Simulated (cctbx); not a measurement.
## What resolution and counting buy: Sr3Co2S6

Space group P-1 (no. 2), a = 7.6350 Å, b = 7.6460 Å, c = 7.6530 Å, α = 92.73°, β = 94.59°, γ = 94.52°.

| atom | mult. | x | y | z | Ueq (Å²) |
| --- | --- | --- | --- | --- | --- |
| Sr1 | 2 | 0.8803 | 0.6162 | 0.2508 | 0.0049 |
| Sr2 | 2 | 0.6225 | 0.2481 | 0.8731 | 0.0040 |
| Sr3 | 2 | 0.2434 | 0.8787 | 0.6146 | 0.0059 |
| Co1 | 2 | 0.2560 | 0.2525 | 0.2501 | 0.0051 |
| Co2 | 1 | 0 | 0 | 0 | 0.0055 |
| Co3 | 1 | 1/2 | 1/2 | 1/2 | 0.0052 |
| S1 | 2 | 0.0264 | 0.7230 | 0.9071 | 0.0063 |
| S2 | 2 | 0.7068 | 0.9077 | 0.0332 | 0.0069 |
| S3 | 2 | 0.9048 | 0.0396 | 0.7200 | 0.0058 |
| S4 | 2 | 0.5298 | 0.4082 | 0.2222 | 0.0052 |
| S5 | 2 | 0.4019 | 0.2149 | 0.5341 | 0.0050 |
| S6 | 2 | 0.2198 | 0.5394 | 0.4101 | 0.0039 |

This is a model crystal, built by substitution and not relaxed, with assumed displacement parameters.

Five simulated data sets (cctbx; Mo Kα, λ = 0.71073 Å; 1.5 % proportional error) differ in resolution or exposure (noise floor 15 counts in the first three, 8 in the last two). Each is refined with the right model, isotropic at 1.1 Å and anisotropic otherwise. How do the figures of merit and the uncertainties move?

```csv
d min (Å),top counts,"⟨I/σ⟩ (unmerged, absences included)",unique,param. (scale apart),Rint,R1,GooF,largest s.u. xyz (fractional),s.u. U of S1 (Å²),largest error (Å)
1.1,5000,13.5,508,42,0.027,0.0242,0.98,0.00047,0.0009,0.0085
0.84,5000,11.1,1150,102,0.036,0.0279,0.95,0.00030,0.0012,0.0049
0.6,5000,7.0,3235,102,0.060,0.0433,0.98,0.00021,0.0006,0.0034
0.75,300,1.7,1619,102,0.255,0.1054,0.95,0.00175,0.0053,0.0261
0.75,3000,8.0,1619,102,0.046,0.0355,0.95,0.00030,0.0009,0.0049
```

The number of reflections grows roughly as 1/d³: 508, 1150 and 3235 here. R1 follows the noise rather than the truth: at 300 counts it is 0.1054, at 3000 counts 0.0355, while GooF is 0.95 and 0.95: the weights 1/σ² carry the noise. The s.u. of U (U11 where anisotropic) for S1 goes 0.0009, 0.0012, 0.0006 Å² with resolution and 0.0053, 0.0009 Å² with exposure.

Hardware for the 0.6 Å refinement: 0.69 s on 1 thread of Arm Neoverse N1 (shared host), peak memory 0.09 GiB.

[Logs are printed without paths, hosts, clocks, repeated set-up lines and the standing remarks that a program may print on its own settings, such as how far it seeks lower states.]
